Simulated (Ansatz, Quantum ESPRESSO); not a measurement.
# RbCaH3 (Pm-3m): modes at Γ and the response to a field, part 2 of 3

Wanted: the vibrations of RbCaH3 (Pm-3m) at Γ, by two programs.

Quantum ESPRESSO 7.5; DFT LDA, scalar-relativistic, plane waves, JTH PAW pseudopotentials.

So far. Step 2 (A probe with smearing): A gap of 2.9 eV opens on this mesh, so the crystal is taken as an insulator; the start stands at -2.4 GPa. Step 4 (Ground state): The cell stands at -0.061 GPa, close enough for phonons. The relaxed cell has a = 4.400 Å (conventional setting).

## Step 5: Linear response at Γ

At q = 0 one unit cell holds all displacements; symmetry groups them into irreducible representations that are solved one by one. The response to a field gives ε∞ and the Born charges, which polar modes need.

Contents of ph.in:

```
phonons
&inputph
   prefix = 'x'
   outdir = './tmp'
   fildyn = 'g.dyn'
   tr2_ph = 1.0d-18
   epsil = .true.
/
0.000000000 0.000000000 0.000000000
```

Run with:

```
$ OMP_NUM_THREADS=1 mpirun -n 4 ph.x -nk 4 -in ph.in > ph.out
```

The log of the run:

```text
[banners, grids, parts of the stress and lines that vanish by symmetry left out]
[banner, memory and clock lines left out]
Program PHONON v.7.5

     ./tmp/x.save/

     file Rb.upf: wavefunction(s)  4S 5S 4P 0P 0D renormalized
     file Ca.upf: wavefunction(s)  4S 3P 0P 3D 0D renormalized
     file H.upf: wavefunction(s)  1S 0S 0P renormalized

     IMPORTANT: XC functional enforced from input :
     Exchange-correlation= PW
                           (   1   4   0   0   0   0   0)
     Any further DFT definition will be discarded
     Please, verify this is what you really want

     G-vector sticks info

     Check: negative core charge=   -0.000005

     negative rho (up, down):  9.985E-05 0.000E+00
     Reading collected, re-writing distributed wavefunctions in ./tmp/

     Number and degeneracy of irreps per q-point
       N         xq(1)         xq(2)         xq(3)   N irreps
       1   0.000000000   0.000000000   0.000000000       5
        3   3   3   3   3

     Calculation of q =    0.0000000   0.0000000   0.0000000

     phonons

     bravais-lattice index     =            1
     lattice parameter (alat)  =       8.3146  a.u.
     unit-cell volume          =     574.8163 (a.u.)^3
     number of atoms/cell      =            5
     number of atomic types    =            3
     kinetic-energy cut-off    =      40.0000  Ry
     charge density cut-off    =     200.0000  Ry
     convergence threshold     =      1.0E-18
     beta                      =       0.7000
     number of iterations used =            4
     Exchange-correlation= PW
                           (   1   4   0   0   0   0   0)

     celldm(1)=    8.31463  celldm(2)=    0.00000  celldm(3)=    0.00000
     celldm(4)=    0.00000  celldm(5)=    0.00000  celldm(6)=    0.00000

     crystal axes: (cart. coord. in units of alat)
               a(1) = (  1.0000  0.0000  0.0000 )
               a(2) = (  0.0000  1.0000  0.0000 )
               a(3) = (  0.0000  0.0000  1.0000 )

     reciprocal axes: (cart. coord. in units 2 pi/alat)
               b(1) = (  1.0000  0.0000  0.0000 )
               b(2) = (  0.0000  1.0000  0.0000 )
               b(3) = (  0.0000  0.0000  1.0000 )

     Atoms inside the unit cell:

     Cartesian axes

     site n.  atom      mass           positions (alat units)
        1  Rb     85.4678   tau(    1) = (    0.00000    0.00000    0.00000  )
        2  Ca     40.0780   tau(    2) = (    0.50000    0.50000    0.50000  )
        3  H       1.0080   tau(    3) = (    0.00000    0.50000    0.50000  )
        4  H       1.0080   tau(    4) = (    0.50000    0.00000    0.50000  )
        5  H       1.0080   tau(    5) = (    0.50000    0.50000    0.00000  )

     Computing dynamical matrix for
                    q = (   0.0000000   0.0000000   0.0000000 )

     49 Sym.Ops. (with q -> -q+G )

     G cutoff =  350.2324  (  27609 G-vectors)     FFT grid: ( 40, 40, 40)
     G cutoff =  280.1859  (  19597 G-vectors)  smooth grid: ( 36, 36, 36)
     number of k points=    10
                       cart. coord. in units 2pi/alat
        k(    1) = (   0.0000000   0.0000000   0.0000000), wk =   0.0312500
        k(    2) = (   0.0000000   0.0000000   0.2500000), wk =   0.1875000
        k(    3) = (   0.0000000   0.0000000  -0.5000000), wk =   0.0937500
        [... further k-points left out ...]

     PseudoPot. # 1 for Rb read from file:
     ./pseudo/Rb.upf
     Pseudo is Projector augmented-wave + core cor, Zval =  9.0
     Shape of augmentation charge: BESSEL

     PseudoPot. # 2 for Ca read from file:
     ./pseudo/Ca.upf
     Pseudo is Projector augmented-wave + core cor, Zval = 10.0
     Shape of augmentation charge: SINC**2

     PseudoPot. # 3 for H  read from file:
     ./pseudo/H.upf
     Pseudo is Projector augmented-wave + core cor, Zval =  1.0
     Shape of augmentation charge: SINC**2

     Mode symmetry, O_h (m-3m)  point group:

     Electric field:
     Dielectric constant
     Born effective charges as d Force / d E

     Atomic displacements:
     There are    5 irreducible representations

     Representation     1      3 modes -  To be done

     Representation     2      3 modes -  To be done

     Representation     3      3 modes -  To be done

     Representation     4      3 modes -  To be done

     Representation     5      3 modes -  To be done

     Alpha used in Ewald sum =   1.9000

     negative rho (up, down):  9.985E-05 0.000E+00

     Electric Fields Calculation

      thresh= 1.000E-02 alpha_mix =  0.700 |ddv_scf|^2 =  4.043E-08

      [... iterations left out ...]
      thresh= 1.830E-10 alpha_mix =  0.700 |ddv_scf|^2 =  1.437E-20

     End of electric fields calculation

          Dielectric constant in cartesian axis

          (       3.460457769       0.000000000       0.000000000 )
          (       0.000000000       3.460457769       0.000000000 )
          (       0.000000000       0.000000000       3.460457769 )

          Effective charges (d Force / dE) in cartesian axis without acoustic sum rule applied (asr)

           atom    1  Rb    Mean Z*:        1.08361
      Ex  (        1.08361        0.00000        0.00000 )
      Ey  (        0.00000        1.08361        0.00000 )
      Ez  (        0.00000        0.00000        1.08361 )
           atom    2  Ca    Mean Z*:        1.74071
      Ex  (        1.74071        0.00000        0.00000 )
      Ey  (        0.00000        1.74071        0.00000 )
      Ez  (        0.00000        0.00000        1.74071 )
           atom    3  H     Mean Z*:       -0.94345
      Ex  (       -1.07147        0.00000        0.00000 )
      Ey  (        0.00000       -0.87945        0.00000 )
      Ez  (        0.00000        0.00000       -0.87945 )
           atom    4  H     Mean Z*:       -0.94345
      Ex  (       -0.87945        0.00000        0.00000 )
      Ey  (        0.00000       -1.07147        0.00000 )
      Ez  (        0.00000        0.00000       -0.87945 )
           atom    5  H     Mean Z*:       -0.94345
      Ex  (       -0.87945        0.00000        0.00000 )
      Ey  (        0.00000       -0.87945        0.00000 )
      Ez  (        0.00000        0.00000       -1.07147 )

          Effective charges Sum: Mean:       -0.00604
             -0.00604        0.00000        0.00000
              0.00000       -0.00604        0.00000
              0.00000        0.00000       -0.00604

          Effective charges (d Force / dE) in cartesian axis with asr applied:
           atom    1  Rb    Mean Z*:        1.08482
      E*x (        1.08482        0.00000        0.00000 )
      E*y (        0.00000        1.08482        0.00000 )
      E*z (        0.00000        0.00000        1.08482 )
           atom    2  Ca    Mean Z*:        1.74192
      E*x (        1.74192        0.00000        0.00000 )
      E*y (        0.00000        1.74192        0.00000 )
      E*z (        0.00000        0.00000        1.74192 )
           atom    3  H     Mean Z*:       -0.94225
      E*x (       -1.07026        0.00000        0.00000 )
      E*y (        0.00000       -0.87824        0.00000 )
      E*z (        0.00000        0.00000       -0.87824 )
           atom    4  H     Mean Z*:       -0.94225
      E*x (       -0.87824        0.00000        0.00000 )
      E*y (        0.00000       -1.07026        0.00000 )
      E*z (        0.00000        0.00000       -0.87824 )
           atom    5  H     Mean Z*:       -0.94225
      E*x (       -0.87824        0.00000        0.00000 )
      E*y (        0.00000       -0.87824        0.00000 )
      E*z (        0.00000        0.00000       -1.07026 )

     Representation #   1 modes #   1   2   3

     Self-consistent Calculation

      thresh= 1.000E-02 alpha_mix =  0.700 |ddv_scf|^2 =  1.004E-08

      [... iterations left out ...]
      thresh= 1.403E-10 alpha_mix =  0.700 |ddv_scf|^2 =  9.821E-20

     End of self-consistent calculation

     Convergence has been achieved

     Representation #   2 modes #   4   5   6

     Self-consistent Calculation

      thresh= 1.000E-02 alpha_mix =  0.700 |ddv_scf|^2 =  1.134E-06

      [... iterations left out ...]
      thresh= 3.557E-10 alpha_mix =  0.700 |ddv_scf|^2 =  6.903E-19

     End of self-consistent calculation

     Convergence has been achieved

     Representation #   3 modes #   7   8   9

     Self-consistent Calculation

      thresh= 1.000E-02 alpha_mix =  0.700 |ddv_scf|^2 =  4.343E-07

      [... iterations left out ...]
      thresh= 3.064E-10 alpha_mix =  0.700 |ddv_scf|^2 =  5.339E-19

     End of self-consistent calculation

     Convergence has been achieved

     Representation #   4 modes #  10  11  12

     Self-consistent Calculation

      thresh= 1.000E-02 alpha_mix =  0.700 |ddv_scf|^2 =  1.125E-08

      [... iterations left out ...]
      thresh= 1.156E-10 alpha_mix =  0.700 |ddv_scf|^2 =  1.088E-19

     End of self-consistent calculation

     Convergence has been achieved

     Representation #   5 modes #  13  14  15

     Self-consistent Calculation

      thresh= 1.000E-02 alpha_mix =  0.700 |ddv_scf|^2 =  2.084E-09

      [... iterations left out ...]
      thresh= 2.802E-10 alpha_mix =  0.700 |ddv_scf|^2 =  4.910E-20

     End of self-consistent calculation

     Convergence has been achieved

     Number of q in the star =    1
     List of q in the star:
          1   0.000000000   0.000000000   0.000000000

          Dielectric constant in cartesian axis

          (       3.460457769       0.000000000       0.000000000 )
          (       0.000000000       3.460457769       0.000000000 )
          (       0.000000000       0.000000000       3.460457769 )

          Effective charges (d Force / dE) in cartesian axis without acoustic sum rule applied (asr)

           atom    1  Rb    Mean Z*:        1.08361
      Ex  (        1.08361        0.00000        0.00000 )
      Ey  (        0.00000        1.08361        0.00000 )
      Ez  (        0.00000        0.00000        1.08361 )
           atom    2  Ca    Mean Z*:        1.74071
      Ex  (        1.74071        0.00000        0.00000 )
      Ey  (        0.00000        1.74071        0.00000 )
      Ez  (        0.00000        0.00000        1.74071 )
           atom    3  H     Mean Z*:       -0.94345
      Ex  (       -1.07147        0.00000        0.00000 )
      Ey  (        0.00000       -0.87945        0.00000 )
      Ez  (        0.00000        0.00000       -0.87945 )
           atom    4  H     Mean Z*:       -0.94345
      Ex  (       -0.87945        0.00000        0.00000 )
      Ey  (        0.00000       -1.07147        0.00000 )
      Ez  (        0.00000        0.00000       -0.87945 )
           atom    5  H     Mean Z*:       -0.94345
      Ex  (       -0.87945        0.00000        0.00000 )
      Ey  (        0.00000       -0.87945        0.00000 )
      Ez  (        0.00000        0.00000       -1.07147 )

          Effective charges Sum: Mean:       -0.00604
             -0.00604        0.00000        0.00000
              0.00000       -0.00604        0.00000
              0.00000        0.00000       -0.00604

          Effective charges (d Force / dE) in cartesian axis with asr applied:
           atom    1  Rb    Mean Z*:        1.08482
      E*x (        1.08482        0.00000        0.00000 )
      E*y (        0.00000        1.08482        0.00000 )
      E*z (        0.00000        0.00000        1.08482 )
           atom    2  Ca    Mean Z*:        1.74192
      E*x (        1.74192        0.00000        0.00000 )
      E*y (        0.00000        1.74192        0.00000 )
      E*z (        0.00000        0.00000        1.74192 )
           atom    3  H     Mean Z*:       -0.94225
      E*x (       -1.07026        0.00000        0.00000 )
      E*y (        0.00000       -0.87824        0.00000 )
      E*z (        0.00000        0.00000       -0.87824 )
           atom    4  H     Mean Z*:       -0.94225
      E*x (       -0.87824        0.00000        0.00000 )
      E*y (        0.00000       -1.07026        0.00000 )
      E*z (        0.00000        0.00000       -0.87824 )
           atom    5  H     Mean Z*:       -0.94225
      E*x (       -0.87824        0.00000        0.00000 )
      E*y (        0.00000       -0.87824        0.00000 )
      E*z (        0.00000        0.00000       -1.07026 )

     Diagonalizing the dynamical matrix

     q = (    0.000000000   0.000000000   0.000000000 )

 **************************************************************************
     freq (    1) =       0.071116 [THz] =       2.372190 [cm-1]
     freq (    2) =       0.071116 [THz] =       2.372190 [cm-1]
     freq (    3) =       0.071116 [THz] =       2.372190 [cm-1]
     freq (    4) =       3.290444 [THz] =     109.757390 [cm-1]
     freq (    5) =       3.290444 [THz] =     109.757390 [cm-1]
     freq (    6) =       3.290444 [THz] =     109.757390 [cm-1]
     freq (    7) =      10.653145 [THz] =     355.350655 [cm-1]
     freq (    8) =      10.653145 [THz] =     355.350655 [cm-1]
     freq (    9) =      10.653145 [THz] =     355.350655 [cm-1]
     freq (   10) =      12.318536 [THz] =     410.902147 [cm-1]
     freq (   11) =      12.318536 [THz] =     410.902147 [cm-1]
     freq (   12) =      12.318536 [THz] =     410.902147 [cm-1]
     freq (   13) =      36.091135 [THz] =    1203.870693 [cm-1]
     freq (   14) =      36.091135 [THz] =    1203.870693 [cm-1]
     freq (   15) =      36.091135 [THz] =    1203.870693 [cm-1]
 **************************************************************************

     Mode symmetry, O_h (m-3m)  point group:

     freq (   1-   3) =          2.4  [cm-1]   --> T_1u G_15  G_4- I
     freq (   4-   6) =        109.8  [cm-1]   --> T_1u G_15  G_4- I
     freq (   7-   9) =        355.4  [cm-1]   --> T_2u G_25  G_5-
     freq (  10-  12) =        410.9  [cm-1]   --> T_1u G_15  G_4- I
     freq (  13-  15) =       1203.9  [cm-1]   --> T_1u G_15  G_4- I
```

The job ended after 2 min (4 MPI ranks of Arm Neoverse V2, shared host; 7.8 min of CPU time).

Read from the output:

```
miss of the charge sum rule                                       : 0.006050 e
largest acoustic frequency at the zone centre before the sum rule : 2.37 cm⁻¹
highest optical zone-centre mode (no LO-TO term)                  : 1204 cm⁻¹
lowest optical zone-centre mode                                   : 109.8 cm⁻¹
mean high-frequency dielectric constant                           : 3.461
largest Born charge in size (third of the trace)                  : 1.741 e
```

Born charge (rows field, columns displacement), before the sum rule (e), principal values of the symmetric part by kind of site:

```csv
atom,atoms with these values,low,middle,high,mean
Rb1,1,1.08,1.08,1.08,1.08
Ca2,1,1.74,1.74,1.74,1.74
H3,3,-1.07,-0.88,-0.88,-0.94
```

In full for H3:

```
-1.07  0.00  0.00
 0.00 -0.88  0.00
 0.00  0.00 -0.88
```

High-frequency dielectric tensor:

```
3.46 0.00 0.00
0.00 3.46 0.00
0.00 0.00 3.46
```

The acoustic modes at Γ come out as far as 2.4 cm⁻¹ from zero, where they should vanish, a small numerical error; the Born charges miss their sum rule by 0.0060 e, which is good.

## Step 6: Zone-centre analysis

A rigid shift of the crystal must cost nothing, but grids and finite bases break this; the acoustic sum rule is imposed before the matrix is diagonalised again. With Born charges the intensities follow, and the static dielectric tensor.

Contents of dynmat.in:

```
&input
   fildyn = 'g.dyn'
   asr = 'simple'
   fileig = 'dynmat.eig'
   lperm = .true.
/
```

Run with:

```
$ dynmat.x -in dynmat.in > dynmat.out
```

The log of the run:

```text
[banner, memory and clock lines left out]
Program DYNMAT v.7.5

     Reading Dynamical Matrix from file g.dyn
     ...Force constants read
     ...epsilon and Z* read
     A direction for q was not specified:TO-LO splitting will be absent

     Polarizability (A^3 units)
     multiply by 0.549404 for Clausius-Mossotti correction
        16.677792    0.000000    0.000000
         0.000000   16.677792    0.000000
         0.000000    0.000000   16.677792

     IR activities are in (D/A)^2/amu units

# mode   [cm-1]    [THz]      IR
    1     -0.00   -0.0000    0.0000
    2      0.00    0.0000    0.0000
    3      0.00    0.0000    0.0000
    4    109.72    3.2893    0.8903
    5    109.72    3.2893    0.8903
    6    109.72    3.2893    0.8903
    7    355.29   10.6513    0.0000
    8    355.29   10.6513    0.0000
    9    355.29   10.6513    0.0000
   10    410.85   12.3170   39.1731
   11    410.85   12.3170   39.1731
   12    410.85   12.3170   39.1731
   13   1203.83   36.0898   23.5254
   14   1203.83   36.0898   23.5254
   15   1203.83   36.0898   23.5254

Electronic dielectric permittivity tensor (relative, adimensional)
         3.460458    0.000000    0.000000
         0.000000    3.460458    0.000000
         0.000000    0.000000    3.460458

 ... with zone-center polar mode contributions
        11.529463   -0.000000    0.000000
        -0.000000   11.529463   -0.000000
         0.000000   -0.000000   11.529463

[end of the log left out, with the tail of the file of modes that dynmat.x writes under the same name]
```

Run time: 0.52 s. Hardware: 1 thread.

Read from the output:

* lowest optical zone-centre mode: 109.7 cm⁻¹
* mean static dielectric constant: 11.53

Unit eigenvectors of the mass-weighted matrix after the sum rule; no LO-TO term. Modes at Γ, with each element's share of the kinetic energy:

```csv
mode,frequency (cm⁻¹),symmetry,Rb %,Ca %,H %
1,0.0,acoustic,66,31,2
2,0.0,acoustic,66,31,2
3,0.0,acoustic,66,31,2
4,109.7,T1u,34,62,5
5,109.7,T1u,34,62,5
6,109.7,T1u,34,62,5
7,355.3,T2u,0,0,100
8,355.3,T2u,0,0,100
9,355.3,T2u,0,0,100
10,410.8,T1u,0,5,95
11,410.8,T1u,0,5,95
12,410.8,T1u,0,5,95
13,1203.8,T1u,0,2,98
14,1203.8,T1u,0,2,98
15,1203.8,T1u,0,2,98
```

Displacements in mode 5 (109.7 cm⁻¹), the largest set to 1:
```
Rb1 -0.50  0.16  0.00
Ca2  0.99 -0.32  0.00
H3   0.92 -0.32  0.00
H4   1.00 -0.30  0.00
H5   1.00 -0.32  0.00
```

Displacements in mode 14 (1203.8 cm⁻¹), the largest set to 1:
```
Rb1  0.00  0.00  0.00
Ca2  0.00  0.00 -0.02
H3   0.00  0.00 -0.05
H4   0.00  0.00 -0.05
H5   0.00  0.00  1.00
```

Degenerate modes summed, no LO-TO term. Infrared lines, with heights relative to the strongest:

```csv
position (cm⁻¹),lines merged,label,"IR intensity, relative"
110,3,T1u,2.3
355,3,T2u,0.0
411,3,T1u,100
1204,3,T1u,60
```

Static dielectric tensor (ions relaxed, fixed cell):

```
11.53  0.00  0.00
 0.00 11.53  0.00
 0.00  0.00 11.53
```

The rule moves no optical mode by more than 0.1 cm⁻¹.

## Step 7: Sum rules set otherwise: a sum rule for molecules or wires on a crystal

This rule also removes rotations, which suits molecules and not a crystal; it is tried to see the harm.

Contents of dynmat.in:

```
&input
   fildyn = 'g.dyn'
   asr = 'zero-dim'
   fileig = 'dynmat.eig'
   lperm = .true.
/
```

Run with:

```
$ dynmat.x -in dynmat.in > dynmat.out
```

The log of the run:

```text
[banner, memory and clock lines left out]
Program DYNMAT v.7.5

     Reading Dynamical Matrix from file g.dyn
     ...Force constants read
     ...epsilon and Z* read
     Acoustic Sum Rule: || Z*(ASR) - Z*(orig)|| =    3.138560E-01
     Acoustic Sum Rule: ||dyn(ASR) - dyn(orig)||=    6.846201E-02
     A direction for q was not specified:TO-LO splitting will be absent

     Polarizability (A^3 units)
     multiply by 0.549404 for Clausius-Mossotti correction
        16.677792    0.000000    0.000000
         0.000000   16.677792    0.000000
         0.000000    0.000000   16.677792

     IR activities are in (D/A)^2/amu units

# mode   [cm-1]    [THz]      IR
    1     -0.00   -0.0000    0.0000
    2     -0.00   -0.0000    0.0000
    3     -0.00   -0.0000    0.0000
    4      0.00    0.0000    0.0000
    5      0.00    0.0000    0.0000
    6      0.00    0.0000    0.0000
    7    109.75    3.2901    0.8897
    8    355.82   10.6672   32.9621
    9    355.82   10.6672   32.9621
   10    410.93   12.3194   39.1737
   11    439.39   13.1725    7.3392
   12    439.39   13.1725    7.3392
   13   1192.88   35.7615   21.1018
   14   1192.88   35.7615   21.1018
   15   1203.87   36.0910   23.5255

Electronic dielectric permittivity tensor (relative, adimensional)
         3.460458    0.000000    0.000000
         0.000000    3.460458    0.000000
         0.000000    0.000000    3.460458

 ... with zone-center polar mode contributions
        11.376765    0.074175    0.074175
         0.074175   11.376765    0.074175
         0.074175    0.074175   11.376765

[end of the log left out, with the tail of the file of modes that dynmat.x writes under the same name]
```

It took 0.52 s on 1 thread.

The run ended normally, but on settings that are not sound.

The fault: a sum rule for molecules or wires on a crystal; 3 optical modes are projected out to zero frequency, as if they were rotations, and the static dielectric tensor is spoilt.

For a crystal the rule has to be 'simple' or 'crystal'.

Zone-centre frequencies as printed; negative means imaginary. Modes:

```csv
mode,frequency (cm⁻¹)
1,0
2,0
3,0
4,0
5,0
6,0
7,109.8
8,355.8
9,355.8
10,410.9
11,439.4
12,439.4
13,1193
14,1193
15,1204
```

(Continued in part 3 of 3.)

[Host names and launcher messages were left out of these logs when they were recorded.]

[Logs are printed without paths, hosts, clocks, repeated set-up lines and the standing remarks that a program may print on its own settings, such as how far it seeks lower states.]

[Hosts, paths, dates, database ids (printed as entryN), source tags and the programs' standing remarks are cut or masked in the printed files.]
